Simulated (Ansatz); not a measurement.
## Phonon transport in C (Diamond, Fd-3m)

How well does the lattice of C (Diamond) conduct heat?

What experiment has found for this phase:
- thermal conductivity 2200 W/m/K near room temperature (given in “Predicting the lattice thermal conductivity of solids by solving the Boltzmann transport equation: AFLOW - AAPL an automated, accurate and efficient framework”, 2017, arXiv:1611.05481)

Calculated with Ansatz 0.2.0; DFT LDA, scalar-relativistic, plane waves, PAW; PAW set soft_1.

## (1) The structure

It takes space group Fd-3m (No. 227, cubic). The conventional cell has a = 3.567 Å, b = 3.567 Å, c = 3.567 Å, α = 90.00°, β = 90.00°, γ = 90.00°. Nearest to C lie 4 C at 1.54 Å.

## (2) Probe on a coarse mesh

Before spending time, one coarse run tells the gap and the pressure of the starting cell.

File input.yaml:

```yaml
crystal:
  lattice:
    - [0.0, 1.78337, 1.78337]
    - [1.78337, 0.0, 1.78337]
    - [1.78337, 1.78337, 0.0]
  atoms:
    - { symbol: C, position: [0.0, 0.0, 0.0] }
    - { symbol: C, position: [0.25, 0.25, 0.25] }
kpoints:
  mp_grid: { grid: [8, 8, 8] }
hamiltonian:
  xc: lda
  pseudopotentials: { kind: paw, azcp: { folder: soft_1 }, xc_functional: pbe }
scf:
  occupations: { method: gaussian, width: 0.1 }
  lower_state_search: "off"
output:
  forces: true
  stress: true
  eigenvalues: true
```

The run is started by

```console
$ ansatz run input.yaml --threads 18 --pin off --max-ram 92160MiB --backend cuda --events-out ev --progress --plain --runs-dir out
```

Numbers of over 12 decimals in the logs are rounded to 6 here.

Output:

```text
Engine: ansatz 0.2.0, aarch64-unknown-linux-gnu
Pseudopotentials: kind: paw
Pseudopotential: C, paw, valence charge 4, recommended cutoff 420 eV (normal), soft_1/C.paw.azcp
Functional definition: SPW92
  exchange = slater_x
  correlation = pw_c
device memory: the entry about to start is reckoned to put 0.5 GiB on a device that reports 182.5 GiB free
GPU FFT provider: cuFFT
GPU libraries: cuBLAS 13.8.1, cuFFT 12.4.0, cuSOLVER 12.3.2
GPU matrix products: emulated (plane waves: as basis.precision tells), large ones in fixed point in workspaces of 1.00 GiB
Crystal: 2 atoms, lattice volume = 11.344 Å³
Basis set: ecut = 420 eV, 229 PW (Γ)
Bands: 8, of which v1, the nominal top of the filled ones, is band 4 counted from 1 (3 counted from 0)
Symmetry: 48 space group operations
Space group: Fd-3m (ITA 227), of the structure as read, at distance tolerance 2.2e-5 Å
k-points: 29 of 512
Non-local potential: C, projectors of the file, l = 0: 2, l = 1: 2, l = 2: 1
PAW form: soft (Blöchl's): semilocal exchange-correlation on the pseudo side does not see the compensation charge
PAW frozen core: C, regenerated for the run's functional, and the local potential with it (the file was generated under x = pbe(κ = 0.804, μ = 0.219515), c = pbe(β = 0.066725))
PAW one-centre angular grid: C, 110 points (default); XC on 64 Gauss nodes
Initial density: superposition of atomic densities (chi_scale 0.1, normalization cell)
Initial wavefunctions: pseudopotential atomic-orbital guess
GPU buffer pool allocated for 5832 grid points (all kernels)
GPU transforms: local potential and band sums: pruned to the plane-wave sphere, on 18×18×18
Functional: x = slater, c = lda
SCF iter   1: F=—  HF=-486.648618 eV  |F-HF|=—  |Δ(HF+E_count)|=         —  Δρ=1.40e-1  dr2=1.57e0  ethr=3.10e-3  ⟨swp⟩=4.0  Hψ=1522  notcnv=0
preconditioner: auto → none  [insulator: Δε(μ)=4.936 eV  Ē_g=19.537 eV  σ=0.100 eV  W_gap=1.00  n_scr=0 (ndim 8)  ℏωp=31.2 eV  f_vac=0.000  D(μ)=0.00/eV (n_scr^D=0)  ε∞_Penn≈3.5]
SCF iter   2: F=—  HF=-486.074027 eV  |F-HF|=—  |Δ(HF+E_count)|=   5.75e-1  Δρ=5.81e-2  dr2=2.58e-1  ethr=3.10e-3  ⟨swp⟩=2.7  Hψ=671  notcnv=0
SCF iter   3: F=—  HF=-485.975396 eV  |F-HF|=—  |Δ(HF+E_count)|=   9.86e-2  Δρ=3.64e-3  dr2=4.89e-4  ethr=3.10e-3  ⟨swp⟩=2.4  Hψ=461  notcnv=0
SCF iter   4: F=—  HF=-485.975550 eV  |F-HF|=—  |Δ(HF+E_count)|=   1.54e-4  Δρ=1.72e-4  dr2=9.36e-7  ethr=6.11e-6  ⟨swp⟩=2.0  Hψ=328  notcnv=0
SCF iter   5: F=—  HF=-485.975572 eV  |F-HF|=—  |Δ(HF+E_count)|=   2.22e-5  Δρ=1.98e-5  dr2=1.08e-8  ethr=1.17e-8  ⟨swp⟩=1.8  Hψ=288  notcnv=0
SCF iter   6: F=-485.975572 eV  HF=-485.975572 eV  |F-HF|=2.98e-11  |Δ(HF+E_count)|=   2.48e-9  Δρ=8.06e-7  dr2=4.45e-11  ethr=1.35e-10  ⟨swp⟩=2.2  Hψ=1068  notcnv=0
SCF 1 converged in 6 iterations: F = -485.975572 eV  dr2 = 4.45e-11
  greatest PAW one-centre occupation: 0.638 electrons in one spin orbital (limit 2), on the C atom at site 1 (counted from 0), in its partial waves of l = 0
SCF converged after 6 iterations
Free energy (F): -485.975572 eV
Harris-Foulkes:  -485.975572 eV  (|F-HF|=2.98e-11)
Internal energy: -485.975572 eV  (E = F + TS)
E sigma→0 (E₀):  -485.975572 eV
Fermi energy:    15.146383 eV
--- Per-component energies (eV) ---
  E_band       = 33.464008
  E_kinetic    = 179.572116
  E_local      = -112.101556  (includes V_loc(G=0)·N_el)
  E_nonlocal   = 47.753939
  E_hartree    = 26.241191
  E_xc         = -94.671037
  E_vxc        = -117.229185  (∫ρ·V_xc dr)
  E_paw        = -184.934564  (= ΣΔE_a)
  E_vpaw       = -17.013786  (= ΣTr[D̂ρ^β])
  E_aug_tail   = 0.000037  (compensation charges beyond the density's cutoff)
  E_ewald      = -347.961363
  E_core_change = 0.125665  (= ΣΔE_core)
  E_smearing   = -0.000000  (= −TS)
  E_closure    = -0.000000  (closes the sum)
  Σ components = -485.975572   (vs F -485.975572, Δ=0.00e0)
--- Forces (eV/Å), atoms counted from 1 ---
  atom   1  C      0.00000000     0.00000000    -0.00000000
  atom   2  C      0.00000000     0.00000000    -0.00000000
  max |Σ_I F_I| component: 1.67e-16 eV/Å
--- Stress (GPa, compression-positive) ---
      -13.191281       0.000000       0.000000
        0.000000     -13.191281       0.000000
        0.000000      -0.000000     -13.191281
  P = ⅓ Tr σ = -13.1913 GPa (-131.913 kbar)
--- Band table (eV; the first three rows and the last of 29) ---
  k-point 0: bands = ["-8.2429", "13.0937", "13.0937", "13.0937", "18.6328", "18.6328", "18.6328", "26.5699"]
  k-point 1: bands = ["-7.8108", "10.7026", "12.4417", "12.4417", "19.4850", "19.4850", "19.9290", "26.8680"]
  k-point 2: bands = ["-6.5271", "6.5545", "11.3485", "11.3485", "20.8146", "20.8146", "21.2697", "27.6251"]
  k-point 28: bands = ["1.3050", "1.3050", "4.7283", "4.7283", "23.5364", "23.5364", "25.3956", "25.3956"]
```

Run time: 1.5 s. Hardware: 1 × NVIDIA GB200 with 18 threads of Arm Neoverse V2, shared host; peak memory 0.98 GiB.

A gap read on the k-mesh alone can miss the band edges.

This step gave:

* pressure: -13.19 GPa
* gap on the k-mesh: 4.107 eV
* volume per atom: 5.672 Å³/atom

The start is under -13 GPa at this level and looks like an insulator or semiconductor on this mesh.

## (3) A loose first relaxation

The start is far from rest, so a relaxation with loose thresholds first brings it near the minimum.

input.yaml, as its differences from that of step 2:

```diff
@@ -9,3 +9,3 @@
 kpoints:
-  mp_grid: { grid: [8, 8, 8] }
+  mp_grid: { grid: [10, 10, 10] }
 hamiltonian:
@@ -20 +20,6 @@
   eigenvalues: true
+relax:
+  adjacent_minimum: "off"
+  f_tol: 0.05
+  max_steps: 80
+  cell: { stress_tol: 0.5 }
```

Output:

```text
[...]
Crystal: 2 atoms, lattice volume = 11.344 Å³
Basis set: ecut = 420 eV, 229 PW (Γ)
Bands: 8, of which v1, the nominal top of the filled ones, is band 4 counted from 1 (3 counted from 0)
Symmetry: 48 space group operations
[...]
k-points: 47 of 1000
[...]
SCF iter   1: F=—  HF=-486.649041 eV  |F-HF|=—  |Δ(HF+E_count)|=         —  Δρ=1.40e-1  dr2=1.57e0  ethr=3.10e-3  ⟨swp⟩=4.0  Hψ=2462  notcnv=0
[...]
SCF iter   2: F=—  HF=-486.074720 eV  |F-HF|=—  |Δ(HF+E_count)|=   5.74e-1  Δρ=5.81e-2  dr2=2.58e-1  ethr=3.10e-3  ⟨swp⟩=2.7  Hψ=1092  notcnv=0
[...]
SCF iter   6: F=-485.976264 eV  HF=-485.976264 eV  |F-HF|=7.09e-11  |Δ(HF+E_count)|=   1.97e-9  Δρ=1.15e-6  dr2=1.03e-10  ethr=1.52e-10  ⟨swp⟩=1.9  Hψ=1747  notcnv=0
SCF 1 converged in 6 iterations: F = -485.976264 eV  dr2 = 1.03e-10
[...]
relax step   1: F+E_penalty+E_count = -485.97626412 eV  Δ(F+E_penalty+E_count) = +0.000e0 eV  max|allowed force component| = 2.313e-17 eV/Å  Δτ_max = 0.0000 Å  P = -13.209 GPa  Ω = 11.344 Å³  (6 SCF iters, dr2 threshold 1.00e-7 eV, accepted)
[...]
Crystal: 2 atoms, lattice volume = 11.139 Å³
[...]
iter 1 solved again at ethr=2.87e-5 eV; its pass at ethr=3.10e-3 eV (dr2=2.29e-3 eV) is discarded
[...]
SCF iter   2: F=—  HF=-485.989226 eV  |F-HF|=—  |Δ(HF+E_count)|=   8.58e-4  Δρ=1.87e-3  dr2=3.46e-4  ethr=2.78e-5  ⟨swp⟩=2.0  Hψ=545  notcnv=0
[...]
SCF iter   6: F=-485.989087 eV  HF=-485.989087 eV  |F-HF|=3.41e-13  |Δ(HF+E_count)|=  4.66e-12  Δρ=1.72e-7  dr2=8.38e-13  ethr=1.00e-12  ⟨swp⟩=1.0  Hψ=940  notcnv=0
SCF 2 converged in 6 iterations: F = -485.989087 eV  dr2 = 8.38e-13
[...]
relax step   2: F+E_penalty+E_count = -485.98908739 eV  Δ(F+E_penalty+E_count) = -1.282e-2 eV  max|allowed force component| = 2.336e-16 eV/Å  Δτ_max = 0.0000 Å  P = -5.195 GPa  Ω = 11.139 Å³  energy of the carried Pulay correction = +1.015e-3 eV  (6 SCF iters, dr2 threshold 2.00e-7 eV, accepted)
[...]
Crystal: 2 atoms, lattice volume = 11.011 Å³
Basis set: ecut = 420 eV, 181 PW (Γ)
[...]
SCF iter   6: F=-485.991758 eV  HF=-485.991758 eV  |F-HF|=1.14e-13  |Δ(HF+E_count)|=  2.50e-12  Δρ=1.42e-7  dr2=5.62e-13  ethr=1.00e-12  ⟨swp⟩=1.0  Hψ=940  notcnv=0
SCF 3 converged in 6 iterations: F = -485.991758 eV  dr2 = 5.62e-13
[...]
relax step   3: F+E_penalty+E_count = -485.99175783 eV  Δ(F+E_penalty+E_count) = -2.670e-3 eV  max|allowed force component| = 1.584e-16 eV/Å  Δτ_max = 0.0000 Å  P = +0.201 GPa  Ω = 11.011 Å³  energy of the carried Pulay correction = +1.663e-3 eV  (6 SCF iters, dr2 threshold 2.00e-7 eV, accepted)
[...]
SCF iter   1: F=—  HF=-485.990376 eV  |F-HF|=—  |Δ(HF+E_count)|=         —  Δρ=1.72e-4  dr2=3.94e-7  ethr=8.71e-9  ⟨swp⟩=3.0  Hψ=3657  notcnv=0
[...]
SCF iter   2: F=—  HF=-485.990377 eV  |F-HF|=—  |Δ(HF+E_count)|=   2.21e-7  Δρ=8.54e-5  dr2=9.16e-8  ethr=4.93e-9  ⟨swp⟩=1.0  Hψ=376  notcnv=0
[...]
SCF iter   3: F=-485.990377 eV  HF=-485.990377 eV  |F-HF|=1.17e-10  |Δ(HF+E_count)|=   8.80e-8  Δρ=2.92e-6  dr2=1.38e-10  ethr=1.15e-9  ⟨swp⟩=2.0  Hψ=561  notcnv=0
[...]
SCF iter   7: F=-485.990377 eV  HF=-485.990377 eV  |F-HF|=1.71e-13  |Δ(HF+E_count)|=  2.27e-13  Δρ=2.16e-10  dr2=4.09e-18  ethr=1.00e-12  ⟨swp⟩=1.0  Hψ=940  notcnv=0
SCF 4 converged in 7 iterations: F = -485.990377 eV  dr2 = 4.09e-18
relax step   4: F+E_penalty+E_count = -485.99037662 eV  Δ(F+E_penalty+E_count) = +1.381e-3 eV  max|allowed force component| = 1.307e-16 eV/Å  Δτ_max = 0.0000 Å  P = -0.015 GPa  Ω = 11.011 Å³  stress off target by 1.48e-2 GPa  SCF on the basis re-selected at this cell (its energy is not comparable with the rows above)  (7 SCF iters)
basis re-selected at this cell: Δ(F+E_penalty+E_count) = +1.381e-3 eV, ΔP = -0.216 GPa vs the last step (what re-selecting the basis moved, of the pressure what is left beyond the Pulay correction that the steps carried, after the strain that the cell walked since its last selection, with what the two solves' SCF thresholds leave and, on support functions, any second-order correction that the steps lacked; it is no m [...]
SCF converged after 7 iterations
Free energy (F): -485.990377 eV
[...]
Internal energy: -485.990377 eV  (E = F + TS)
E sigma→0 (E₀):  -485.990377 eV
Fermi energy:    15.743080 eV
[...]
--- Stress (GPa, compression-positive) ---
       -0.014838       0.000000      -0.000000
        0.000000      -0.014838      -0.000000
       -0.000000      -0.000000      -0.014838
  P = ⅓ Tr σ = -0.0148 GPa (-0.148 kbar)
--- Band table (eV; the first three rows and the last of 47) ---
[...]
--- Relaxed structure (3 steps of the walk, 3 accepted, 1 SCFs on fresh bases) ---
  F+E_penalty+E_count = -485.99037662 eV   max|allowed force component| = 1.307e-16 eV/Å   (the final SCF, on the basis selected at the relaxed cell)
  cell:  # Å, volume = 11.0108 Å³
    - [0, 1.765749, 1.765749]
    - [1.765749, 0, 1.765749]
    - [1.765749, 1.765749, 0]
  atoms:
    - { symbol: C, position: [0, 0, 0] }
    - { symbol: C, position: [0.25, 0.25, 0.25] }
```

Elapsed: 2.1 s, on 1 × NVIDIA GB200 with 18 threads; peak memory 1 GiB.

Relaxation path:

| step | energy less that of the first step (eV) | largest force component (eV/Å) | pressure (GPa) | volume (Å³) |
| --- | --- | --- | --- | --- |
| 1 | 0.0000 | 0.0000 | -13.21 | 11.34 |
| 2 | -0.0128 | 0.0000 | -5.19 | 11.14 |
| 3 | -0.0155 | 0.0000 | 0.20 | 11.01 |
| 4* | -0.0141 | 0.0000 | -0.01 | 11.01 |

Relaxation steps marked * repeat the geometry before them on a plane-wave basis chosen anew for their cell, so energy and pressure can jump there.

Forces are held to the 48 operations that the run works with; a distortion that breaks them can't arise in this run.

| conventional cell, symmetrised | before | after | change |
| --- | --- | --- | --- |
| a (Å) | 3.567 | 3.531 | -1.0 % |
| b (Å) | 3.567 | 3.531 | -1.0 % |
| c (Å) | 3.567 | 3.531 | -1.0 % |
| volume (Å³/atom) | 5.67 | 5.51 | -2.9 % |

The relaxed structure:

```
C
1.0
     0.00000    1.76575    1.76575
     1.76575    0.00000    1.76575
     1.76575    1.76575    0.00000
C
2
Direct
  0.00000 0.00000 0.00000
  0.25000 0.25000 0.25000
```

This step gave:

```yaml
pressure: -0.01484 GPa
gap_on_the_k_mesh: 4.211 eV
volume_per_atom: 5.505 Å³/atom
```

The relaxation ends with a pressure of -0.01 GPa.

## (4) Finding the static equilibrium

The vibrations must be taken about the equilibrium of this functional, not about the starting cell, so the structure is relaxed.

input.yaml, the sections that differ from step 3:

```yaml
crystal:
  lattice:
    - [0.0, 1.7657492451, 1.7657492451]
    - [1.7657492451, 0.0, 1.7657492451]
    - [1.7657492451, 1.7657492451, 0.0]
  atoms:
    - { symbol: C, position: [0.0, 0.0, 0.0] }
    - { symbol: C, position: [0.25, 0.25, 0.25] }
kpoints:
  mp_grid: { grid: [12, 12, 12] }
scf:
  occupations: { method: gaussian, width: 0.02 }
  lower_state_search: "off"
relax:
  adjacent_minimum: "off"
  f_tol: 0.005
  max_steps: 80
  cell: { stress_tol: 0.05 }
# hamiltonian, output: as in step 3
```

Output:

```text
[...]
GPU FFT provider: cuFFT
GPU libraries: cuBLAS 13.8.1, cuFFT 12.4.0, cuSOLVER 12.3.2
[...]
Crystal: 2 atoms, lattice volume = 11.011 Å³
Basis set: ecut = 420 eV, 181 PW (Γ)
Bands: 8, of which v1, the nominal top of the filled ones, is band 4 counted from 1 (3 counted from 0)
Symmetry: 48 space group operations
[...]
k-points: 72 of 1728
[...]
P = ⅓ Tr σ = -0.0213 GPa (-0.213 kbar)
--- Band table (eV; the first three rows and the last of 72) ---
[...]
--- Relaxed structure (1 steps of the walk, 1 accepted, 1 SCFs on fresh bases) ---
[...]
cell:  # Å, volume = 11.0108 Å³
    - [0.0, 1.7657492451, 1.7657492451]
    - [1.7657492451, 0.0, 1.7657492451]
    - [1.7657492451, 1.7657492451, 0.0]
  atoms:
    - { symbol: C, position: [0.0, 0.0, 0.0] }
    - { symbol: C, position: [0.25, 0.25, 0.25] }
[key lines of the parts left out:]
SCF converged after 7 iterations
Free energy (F): -485.990475 eV
Fermi energy:    15.738950 eV
```

Wall time 1.7 s (1 × NVIDIA GB200 with 18 threads); peak memory 0.98 GiB.

Little changed from the start: no atom moved by 0.005 Å and no cell edge by 0.1 %.

Numbers from this step:

```
pressure          : -0.02129 GPa
gap on the k-mesh : 4.202 eV
```

## (5) Relaxing to small residual forces and stress

The thresholds are tightened for a last relaxation ahead of the phonons, and where mesh or smearing change with them the cell follows.

input.yaml, the sections that differ from step 4:

```yaml
scf:
  occupations: { method: fixed }
  lower_state_search: "off"
relax:
  adjacent_minimum: "off"
  f_tol: 0.001
  max_steps: 60
  cell: { stress_tol: 0.01 }
# crystal, kpoints, hamiltonian, output: as in step 4
```

Output:

```text
[...]
GPU FFT provider: cuFFT
GPU libraries: cuBLAS 13.8.1, cuFFT 12.4.0, cuSOLVER 12.3.2
[...]
Crystal: 2 atoms, lattice volume = 11.011 Å³
Basis set: ecut = 420 eV, 181 PW (Γ)
Bands: 8, of which v1, the nominal top of the filled ones, is band 4 counted from 1 (3 counted from 0)
Symmetry: 48 space group operations
[...]
k-points: 72 of 1728
[...]
0.000000      -0.000000      -0.009032
  P = ⅓ Tr σ = -0.0090 GPa (-0.090 kbar)
--- Band table (eV; the first three rows and the last of 72) ---
[...]
--- Relaxed structure (2 steps of the walk, 2 accepted, 1 SCFs on fresh bases) ---
[...]
cell:  # Å, volume = 11.0105 Å³
    - [0, 1.765734, 1.765734]
    - [1.765734, 0, 1.765734]
    - [1.765734, 1.765734, 0]
  atoms:
    - { symbol: C, position: [0, 0, 0] }
    - { symbol: C, position: [0.25, 0.25, 0.25] }
[key lines of the parts left out:]
SCF converged after 2 iterations
Free energy (F): -485.990476 eV
Fermi energy:    13.638616 eV
```

It took 1.9 s on 1 × NVIDIA GB200 with 18 threads; peak memory 0.98 GiB.

Little changed from the start: no atom moved by 0.005 Å and no cell edge by 0.1 %.

This step gave:

| Property | Result |
| --- | --- |
| pressure | -0.009032 GPa |

The residual pressure is -0.0090 GPa, small enough for phonons.

## (6) An input with a fault

This input was changed on purpose, to see how the program answers.

File input.yaml:

```yaml
crystal:
  lattice:
    - [0.0, 1.7657338789, 1.7657338789]
    - [1.7657338789, 0.0, 1.7657338789]
    - [1.7657338789, 1.7657338789, 0.0]
  atoms:
    - { symbol: C, position: [0.0, 0.0, 0.0] }
    - { symbol: C, position: [0.25, 0.25, 0.25] }
kpoints:
  mp_grid: { grid: [12, 12, 12] }
hamiltonian:
  xc: lda
  pseudopotentials: { kind: paw, azcp: { folder: soft_1 }, xc_functional: pbe }
scf:
  occupations: { method: fixed }
  lower_state_search: "off"
  max_iter: 60
output:
  eigenvalues: true
phonons:
  method: dfpt
  qmesh: [3, 3, 3]
  third_order: { supercell: [3, 3, 3], pair_cutoff: 1.679 }
  lattice_thermal_conductivity:
    qmesh: [15, 15, 15]
    temperatures: [300]
    isotope_mass_variance: [{ species: C, variance: 7.387e-05 }]
```

Output:

```text
Error: 2 input errors — fix all and re-run
  1. invalid value for `phonons.third_order`: set with method: dfpt — the third-order batch displaces pairs of atoms in a supercell, which dfpt does not build; remove third_order or use method: fd, without the keys that are dfpt's alone (method's entry in the input reference names them)
```

It took 0.04 s on 18 threads; peak memory 0.035 GiB.

The program refused the input before any cycle.

The program's message: “Error: 2 input errors — fix all and re-run
  1. invalid value for `phonons.third_order`: set with method: dfpt — the third-order batch displaces pairs of atoms in a supercell, which dfpt does not buil …”

The fault put into the input: third order asked of linear response.

[end of part 1 of 3]

[Logs are printed without paths, hosts, clocks, repeated set-up lines and the standing remarks that a program may print on its own settings, such as how far it seeks lower states.]

[Hosts, paths, dates, database ids (printed as entryN), source tags and the programs' standing remarks are cut or masked in the printed files.]

[A step with changed settings may run another functional than the one named; its input shows which.]
